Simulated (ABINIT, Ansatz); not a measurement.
# How the form of the self-energy moves the gap of CsPbCl3 (Pm-3m)

How much does the gap of CsPbCl3 (Pm-3m) depend on the approximation to the self-energy?

Method: PBE and many-body steps on it, plane waves, in ABINIT 10.8.3.

**1. Starting point**

It takes space group Pm-3m (No. 221, cubic). The conventional cell has a = 5.605 Å, b = 5.605 Å, c = 5.605 Å, α = 90.00°, β = 90.00°, γ = 90.00°. Nearest to Cs lie 12 Cl at 3.96 Å. Nearest to Pb lie 6 Cl at 2.80 Å. Nearest to Cl lie 2 Pb at 2.80 Å and 4 Cs at 3.96 Å. Farther neighbours and most contacts between anions are not listed.

As a file:

```cif
data_structure
_symmetry_space_group_name_H-M 'P 1'
_symmetry_Int_Tables_number 1
_cell_length_a 5.6050
_cell_length_b 5.6050
_cell_length_c 5.6050
_cell_angle_alpha 90.000
_cell_angle_beta 90.000
_cell_angle_gamma 90.000
_cell_volume 176.09
loop_
_atom_site_label
_atom_site_type_symbol
_atom_site_fract_x
_atom_site_fract_y
_atom_site_fract_z
_atom_site_occupancy
Cs1 Cs 0.00000 0.00000 0.00000 1
Pb2 Pb 0.50000 0.50000 0.50000 1
Cl3 Cl 0.50000 0.50000 0.00000 1
Cl4 Cl 0.00000 0.50000 0.50000 1
Cl5 Cl 0.50000 0.00000 0.50000 1
```

The cell and positions come from the Crystallography Open Database and are kept as given unless a step says otherwise. Spin-orbit coupling is left out unless a step names it.

**2. Empty states on the mesh, 2×2×2 mesh, 605 bands**

This step: ABINIT 10.8.3; DFT, PBE, plane waves, norm-conserving pseudopotentials.

The sums over transitions need many empty states on a uniform mesh; this step solves for them.

The input, run.abi:

```
acell 3*1.0 Angstrom
rprim 
  5.605000000000 0.000000000000 0.000000000000
  0.000000000000 5.605000000000 0.000000000000
  0.000000000000 0.000000000000 5.605000000000
ntypat 3
znucl 55 82 17
natom 5
typat 1 2 3 3 3
xred 
  0.000000000000 0.000000000000 0.000000000000
  0.500000000000 0.500000000000 0.500000000000
  0.500000000000 0.500000000000 0.000000000000
  0.000000000000 0.500000000000 0.500000000000
  0.500000000000 0.000000000000 0.500000000000
pp_dirpath "pseudos"
pseudos "Cs.upf, Pb.upf, Cl.upf"
ecut 32
ngkpt 2 2 2
nshiftk 1
shiftk 0 0 0
kptopt 1
chksymbreak 0
iscf -2
irdden 1
istwfk *1
nband 605
nbdbuf 54
tolwfr 1e-09
nstep 60
prtvol 0
indata_prefix "in"
outdata_prefix "out"
tmpdata_prefix "tmp"
```

Run with:

```
> OMP_NUM_THREADS=1 mpirun -n 4 abinit run.abi > log
```

Numbers of over 12 decimals in the logs are rounded to 6 here.

The program printed:

```text
.Version 10.8.3 of ABINIT. v10.8.2 released Aug 2026.

 Symmetries : space group Pm -3 m (#221); Bravais cP (primitive cubic)
[... echo of the input left out ...]
== DATASET  1 ==================================================================
-   mpi_nproc: 4, omp_nthreads: 1 (-1 if OMP is not activated)

--- !DatasetInfo
iteration_state: {dtset: 1, }
dimensions: {natom: 5, nkpt: 4, mband: 605, nsppol: 1, nspinor: 1, nspden: 1, mpw: 10280, }
cutoff_energies: {ecut:  32.0, pawecutdg:  -1.0, }
[...]
4.44309    4.45206    4.45908    4.45909    4.45909    4.46335    4.48515    4.48528
   4.48538    4.50265    4.50319    4.50784    4.51625    4.51682    4.51710    4.51966
   4.52031    4.52253    4.54218    4.54479    4.54835
 prteigrs : prtvol=0 or 1, do not print more k-points.

== END DATASET(S) ==============================================================
================================================================================

 -outvars: echo values of variables after computation  --------
            nband         605
             nkpt           4
          spgroup         221
 [... the other variables as echoed above ...]

 Calculation completed.
```

Wall time 12 min (4 MPI ranks of Arm Neoverse V1, shared host); peak memory 0.9 GiB; 47 min of CPU time.

This step gave:

- gap: 1.932 eV
- k of the valence top: 0.5, 0.5, 0.5
- k of the conduction bottom: 0.5, 0.5, 0.5
- least direct gap: 1.932 eV
- k points computed: 4
- lowest point of the top converged band, above the valence top: 111.6159 eV

On this mesh the gap is 1.932 eV.

The density comes from a self-consistent run that is not shown.

**3. Screening, 2×2×2 mesh, 240 bands, screening to 141.5 eV**

The RPA dielectric matrix is built and inverted for each q.

This step: RPA screening on PBE, plane waves, norm-conserving pseudopotentials.

Changes to run.abi since step 2:

```diff
@@ -23,10 +23,11 @@
 chksymbreak 0
-iscf -2
-irdden 1
 istwfk *1
-nband 605
-nbdbuf 54
-tolwfr 1e-09
-nstep 60
-prtvol 0
+occopt 1
+irdwfk 1
+optdriver 3
+nband 240
+ecuteps 5.2
+inclvkb 2
+awtr 1
+symchi 1
 indata_prefix "in"
```

The program printed:

```text
.Version 10.8.3 of ABINIT. v10.8.2 released Aug 2026.

 Symmetries : space group Pm -3 m (#221); Bravais cP (primitive cubic)
[... echo of the input left out ...]
== DATASET  1 ==================================================================
-   mpi_nproc: 4, omp_nthreads: 1 (-1 if OMP is not activated)

--- !DatasetInfo
iteration_state: {dtset: 1, }
dimensions: {natom: 5, nkpt: 4, mband: 240, nsppol: 1, nspinor: 1, nspden: 1, mpw: 10280, }
cutoff_energies: {ecut:  32.0, pawecutdg:  -1.0, }
electrons: {nelect:   5.20000000E+01, charge:   0.00000000E+00, occopt:   1.00000000E+00, tsmear:   1.00000000E-02, }

 SCREENING: Calculation of the susceptibility and dielectric matrices

 Based on a program developped by R.W. Godby, V. Olevano, G. Onida, and L. Reining.
 Incorporated in ABINIT by V. Olevano, G.-M. Rignanese, and M. Torrent.
.Using double precision arithmetic ; gwpc =  8

[... cell and pseudopotentials left out ...]
--------------------------------------------------------------------------------

 ==== K-mesh for the wavefunctions ====
 Number of points in the irreducible wedge :     4
[... list of points left out ...]
 Together with 48 symmetry operations and time-reversal symmetry
 yields     8 points in the full Brillouin Zone.

 ==== Q-mesh for the screening function ====
 Number of points in the irreducible wedge :     4
[... list of points left out ...]
 Together with 48 symmetry operations and time-reversal symmetry
 yields     8 points in the full Brillouin Zone.

 setmesh: FFT mesh size selected  =    40x   40x   40
          total number of points  =        64000

 vcoul_init : cutoff-mode = AUXILIARY_FUNCTION
 q-points for optical limit:   1
     1)      0.000010    0.000020    0.000030

- screening: taking advantage of time-reversal symmetry
- Maximum band index for partially occupied states nbvw = 26
- Remaining bands to be divided among processors   nbcw = 214
- Number of bands treated by each node ~53

 Number of electrons calculated from density =   52.0000; Expected =   52.0000
 average of density, n =  0.043760
 r_s =    1.7604
 omega_plasma =   20.1788 [eV]

 calculating chi0 at frequencies [eV] :
  1    0.000000E+00    0.000000E+00
  2    0.000000E+00    2.017881E+01

--------------------------------------------------------------------------------
  q-point number  1        q = ( 0.000000, 0.000000, 0.000000) [r.l.u.]
--------------------------------------------------------------------------------
[... chi0 elements left out ...]
 For q-point:  0.000010 0.000020 0.000030
  dielectric constant =   7.2238
  dielectric constant without local fields =   8.2198

  Average fulfillment of the sum rule on Im[epsilon] for q-point    1 :     72.24  [%]
[... wings left out ...]
  q-point number  2        q = ( 0.500000, 0.000000, 0.000000) [r.l.u.]
--------------------------------------------------------------------------------
[... chi0 elements left out ...]
  Average fulfillment of the sum rule on Im[epsilon] for q-point    2 :     77.65  [%]

 [... 2 further q-points ...]
```

The job ended after 1.8 min (4 MPI ranks; peak memory 2.3 GiB).

Numbers from this step:

```
ε∞ with local fields, on this mesh, along the program's q direction : 7.224
the same without local fields                                       : 8.220
plasma frequency                                                    : 20.18 eV
plane waves in the screening matrix                                 : 691
```

Local fields lower ε∞ by 12 %. On a Γ-centred mesh this coarse the value itself is usually too large, while a short band sum pulls it down.

**4. G0W0, Godby-Needs plasmon pole**

The self-energy is evaluated for the states that the input lists, and the levels follow from it, in one-shot runs by the linearised quasiparticle equation.

This step: G0W0 on PBE, plane waves, norm-conserving pseudopotentials.

Changes to run.abi since step 3:

```diff
@@ -26,8 +26,17 @@
 irdwfk 1
-optdriver 3
+optdriver 4
 nband 240
+gwcalctyp 0
+ecutsigx 32
+symsigma 1
+nkptgw 2
+kptgw 
+  0.5000000000 0.5000000000 0.5000000000
+  0.0000000000 0.0000000000 0.0000000000
+bdgw 
+  23 29
+  24 29
 ecuteps 5.2
-inclvkb 2
-awtr 1
-symchi 1
+irdscr 1
+ppmodel 1
 indata_prefix "in"
```

The program printed:

```text
.Version 10.8.3 of ABINIT. v10.8.2 released Aug 2026.

 Symmetries : space group Pm -3 m (#221); Bravais cP (primitive cubic)
[... echo of the input left out ...]
== DATASET  1 ==================================================================
-   mpi_nproc: 4, omp_nthreads: 1 (-1 if OMP is not activated)

--- !DatasetInfo
iteration_state: {dtset: 1, }
dimensions: {natom: 5, nkpt: 4, mband: 240, nsppol: 1, nspinor: 1, nspden: 1, mpw: 10280, }
cutoff_energies: {ecut:  32.0, pawecutdg:  -1.0, }
electrons: {nelect:   5.20000000E+01, charge:   0.00000000E+00, occopt:   1.00000000E+00, tsmear:   1.00000000E-02, }

 SIGMA: Calculation of the GW corrections

 Based on a program developped by R.W. Godby, V. Olevano, G. Onida, and L. Reining.
 Incorporated in ABINIT by V. Olevano, G.-M. Rignanese, and M. Torrent.
.Using double precision arithmetic ; gwpc =  8

[... cell and pseudopotentials left out ...]
--------------------------------------------------------------------------------

 ==== K-mesh for the wavefunctions ====
 Number of points in the irreducible wedge :     4
[... list of points left out ...]
 Together with 48 symmetry operations and time-reversal symmetry
 yields     8 points in the full Brillouin Zone.

 ==== Q-mesh for screening function ====
 Number of points in the irreducible wedge :     4
[... list of points left out ...]
 Together with 48 symmetry operations and time-reversal symmetry
 yields     8 points in the full Brillouin Zone.

 vcoul_init : cutoff-mode = AUXILIARY_FUNCTION
 q-points for optical limit:   1
     1)      0.000010    0.000020    0.000030
 setmesh: FFT mesh size selected  =    54x   54x   54
          total number of points  =       157464

 Number of electrons calculated from density =   52.0000; Expected =   52.0000
 average of density, n =  0.043760
 r_s =    1.7604
 omega_plasma =   20.1788 [eV]

 === KS Band Gaps ===
  >>>> For spin  1
   Minimum direct gap =   1.9318 [eV], located at k-point      :   0.5000  0.5000  0.5000
   Fundamental gap    =   1.9318 [eV], Top of valence bands at :   0.5000  0.5000  0.5000
                                       Bottom of conduction at :   0.5000  0.5000  0.5000
 SIGMA fundamental parameters:
 PLASMON POLE MODEL  1
 number of plane-waves for SigmaX                10251
 number of plane-waves for SigmaC and W            691
 number of plane-waves for wavefunctions         10251
 number of bands                                   240
 number of independent spin polarizations            1
 number of spinorial components                      1
 number of k-points in IBZ                           4
 number of q-points in IBZ                           4
 number of symmetry operations                      48
 number of k-points in BZ                            8
 number of q-points in BZ                            8
 number of frequencies for dSigma/dE                 9
 frequency step for dSigma/dE [eV]                0.25
 number of omega for Sigma on real axis              0
 max omega for Sigma on real axis  [eV]           0.00
 zcut for avoiding poles [eV]                     0.10

 EPSILON^-1 parameters (SCR file):
 dimension of the eps^-1 matrix on file            691
 dimension of the eps^-1 matrix used               691
 number of plane-waves for wavefunctions         10251
 number of bands                                   240
 number of q-points in IBZ                           4
 number of frequencies                               2
 number of real frequencies                          1
 number of imag frequencies                          1

 matrix elements of self-energy operator (all in [eV])

 Perturbative Calculation

--- !SelfEnergy_ee
iteration_state: {dtset: 1, }
kpoint     : [   0.500,    0.500,    0.500, ]
spin       : 1
KS_gap     :    1.932
QP_gap     :    3.212
Delta_QP_KS:    1.280
data: !SigmaeeData |
     Band     E0 <VxcDFT>   SigX SigC(E0)      Z dSigC/dE  Sig(E)    E-E0       E
       23   0.573 -14.257 -18.504   2.908   0.772  -0.296 -15.290  -1.033  -0.460
       24   0.573 -14.257 -18.504   2.908   0.772  -0.296 -15.290  -1.033  -0.460
       25   0.573 -14.257 -18.504   2.908   0.772  -0.296 -15.290  -1.033  -0.460
       26   2.787 -15.725 -17.975   1.562   0.792  -0.263 -16.270  -0.545   2.243
       27   4.719 -10.379  -6.296  -3.188   0.821  -0.217  -9.644   0.736   5.455
       28   4.719 -10.379  -6.296  -3.188   0.821  -0.217  -9.644   0.736   5.455
[...]
--- !SelfEnergy_ee
iteration_state: {dtset: 1, }
kpoint     : [   0.000,    0.000,    0.000, ]
spin       : 1
KS_gap     :    5.879
QP_gap     :    7.175
Delta_QP_KS:    1.296
data: !SigmaeeData |
     Band     E0 <VxcDFT>   SigX SigC(E0)      Z dSigC/dE  Sig(E)    E-E0       E
[...]
27   6.131  -6.348  -2.686  -3.347   0.843  -0.187  -6.083   0.265   6.396
       28   7.070  -6.633  -2.878  -3.243   0.843  -0.186  -6.201   0.432   7.502
       29   7.070  -6.633  -2.878  -3.243   0.843  -0.186  -6.201   0.432   7.502

== END DATASET(S) ==============================================================
================================================================================

 -outvars: echo values of variables after computation  --------
           etotal      0.0000000000E+00
            nband         240
             nkpt           4
          spgroup         221
 [... the other variables as echoed above ...]

 Calculation completed.
```

It took 74 s on 4 MPI ranks; peak memory 2.2 GiB; 4.9 min of CPU time.

Numbers from this step:

| Property | Result |
| --- | --- |
| G0W0 gap on the points computed | 3.212 eV |
| starting gap on the mesh | 1.932 eV |
| k of the valence top | 0.5, 0.5, 0.5 |
| k of the conduction bottom | 0.5, 0.5, 0.5 |
| Z at the valence top | 0.792 |
| Z at the conduction bottom | 0.821 |
| least direct G0W0 gap on the computed points | 3.212 eV |

The gap on the mesh goes from 1.93 eV to 3.21 eV, a correction of +1.28 eV.

**5. G0W0, Hybertsen-Louie plasmon pole**

Changes to run.abi since step 4:

```diff
@@ -40,3 +40,3 @@
 irdscr 1
-ppmodel 1
+ppmodel 2
 indata_prefix "in"
```

The program printed:

```text
.Version 10.8.3 of ABINIT. v10.8.2 released Aug 2026.

 Symmetries : space group Pm -3 m (#221); Bravais cP (primitive cubic)
[... echo of the input left out ...]
== DATASET  1 ==================================================================
-   mpi_nproc: 4, omp_nthreads: 1 (-1 if OMP is not activated)

--- !DatasetInfo
iteration_state: {dtset: 1, }
dimensions: {natom: 5, nkpt: 4, mband: 240, nsppol: 1, nspinor: 1, nspden: 1, mpw: 10280, }
cutoff_energies: {ecut:  32.0, pawecutdg:  -1.0, }
electrons: {nelect:   5.20000000E+01, charge:   0.00000000E+00, occopt:   1.00000000E+00, tsmear:   1.00000000E-02, }

 SIGMA: Calculation of the GW corrections

 Based on a program developped by R.W. Godby, V. Olevano, G. Onida, and L. Reining.
 Incorporated in ABINIT by V. Olevano, G.-M. Rignanese, and M. Torrent.
.Using double precision arithmetic ; gwpc =  8

[... cell and pseudopotentials left out ...]
--------------------------------------------------------------------------------

 ==== K-mesh for the wavefunctions ====
 Number of points in the irreducible wedge :     4
[... list of points left out ...]
 Together with 48 symmetry operations and time-reversal symmetry
 yields     8 points in the full Brillouin Zone.

 ==== Q-mesh for screening function ====
 Number of points in the irreducible wedge :     4
[... list of points left out ...]
 Together with 48 symmetry operations and time-reversal symmetry
 yields     8 points in the full Brillouin Zone.

 vcoul_init : cutoff-mode = AUXILIARY_FUNCTION
 q-points for optical limit:   1
     1)      0.000010    0.000020    0.000030
 setmesh: FFT mesh size selected  =    54x   54x   54
          total number of points  =       157464

 Number of electrons calculated from density =   52.0000; Expected =   52.0000
[...]
number of omega for Sigma on real axis              0
 max omega for Sigma on real axis  [eV]           0.00
 zcut for avoiding poles [eV]                     0.10

 EPSILON^-1 parameters (SCR file):
 dimension of the eps^-1 matrix on file            691
 dimension of the eps^-1 matrix used               691
 number of plane-waves for wavefunctions         10251
 number of bands                                   240
 number of q-points in IBZ                           4
 number of frequencies                               2
 number of real frequencies                          1
 number of imag frequencies                          1

 matrix elements of self-energy operator (all in [eV])

 Perturbative Calculation

--- !SelfEnergy_ee
iteration_state: {dtset: 1, }
kpoint     : [   0.500,    0.500,    0.500, ]
spin       : 1
KS_gap     :    1.932
QP_gap     :    3.243
Delta_QP_KS:    1.311
data: !SigmaeeData |
     Band     E0 <VxcDFT>   SigX SigC(E0)      Z dSigC/dE  Sig(E)    E-E0       E
       23   0.573 -14.257 -18.504   2.776   0.799  -0.251 -15.432  -1.176  -0.603
       24   0.573 -14.257 -18.504   2.776   0.799  -0.251 -15.432  -1.176  -0.603
       25   0.573 -14.257 -18.504   2.776   0.799  -0.251 -15.432  -1.176  -0.603
[...]
--- !SelfEnergy_ee
iteration_state: {dtset: 1, }
kpoint     : [   0.000,    0.000,    0.000, ]
spin       : 1
KS_gap     :    5.879
QP_gap     :    7.047
Delta_QP_KS:    1.168
data: !SigmaeeData |
     Band     E0 <VxcDFT>   SigX SigC(E0)      Z dSigC/dE  Sig(E)    E-E0       E
[...]
28   7.070  -6.633  -2.878  -3.596   0.880  -0.137  -6.493   0.140   7.210
       29   7.070  -6.633  -2.878  -3.596   0.880  -0.137  -6.493   0.140   7.210

== END DATASET(S) ==============================================================
================================================================================

 -outvars: echo values of variables after computation  --------
           etotal      0.0000000000E+00
            nband         240
             nkpt           4
          spgroup         221
 [... the other variables as echoed above ...]

 Calculation completed.
```

The job ended after 71 s (4 MPI ranks; peak memory 2.1 GiB; 4.8 min of CPU time).

This step gave:

```
G0W0 gap on the points computed              : 3.243 eV
starting gap on the mesh                     : 1.932 eV
k of the valence top                         : 0.5, 0.5, 0.5
k of the conduction bottom                   : 0.5, 0.5, 0.5
Z at the valence top                         : 0.83
Z at the conduction bottom                   : 0.864
least direct G0W0 gap on the computed points : 3.243 eV
```

Against G0W0 in ABINIT (2×2×2 mesh, 240 bands, screening to 141.5 eV, Godby-Needs plasmon pole), the gap moves by +0.031 eV.

(Continued in part 2 of 2.)

[Paths, hosts, dates, memory and timing lines, banners, echoed tables and standing remarks are left out of the program output.]

[Logs are printed without paths, hosts, clocks, repeated set-up lines and the standing remarks that a program may print on its own settings, such as how far it seeks lower states.]

[Runs of the session that timed out or met a known fault of the program may be left out.]

[Hosts, paths, dates, database ids (printed as entryN), source tags and the programs' standing remarks are cut or masked in the printed files.]

[G0W0 gaps are taken among the corrected bands and points alone; a level outside them can change the order at an edge.]

[Where Ansatz stands beside ABINIT at settings called matched, ABINIT's density can come from a denser mesh and the files from another edition; pairs whose starting gaps differed by over 0.03 eV were left out, so agreement reads better than it is.]
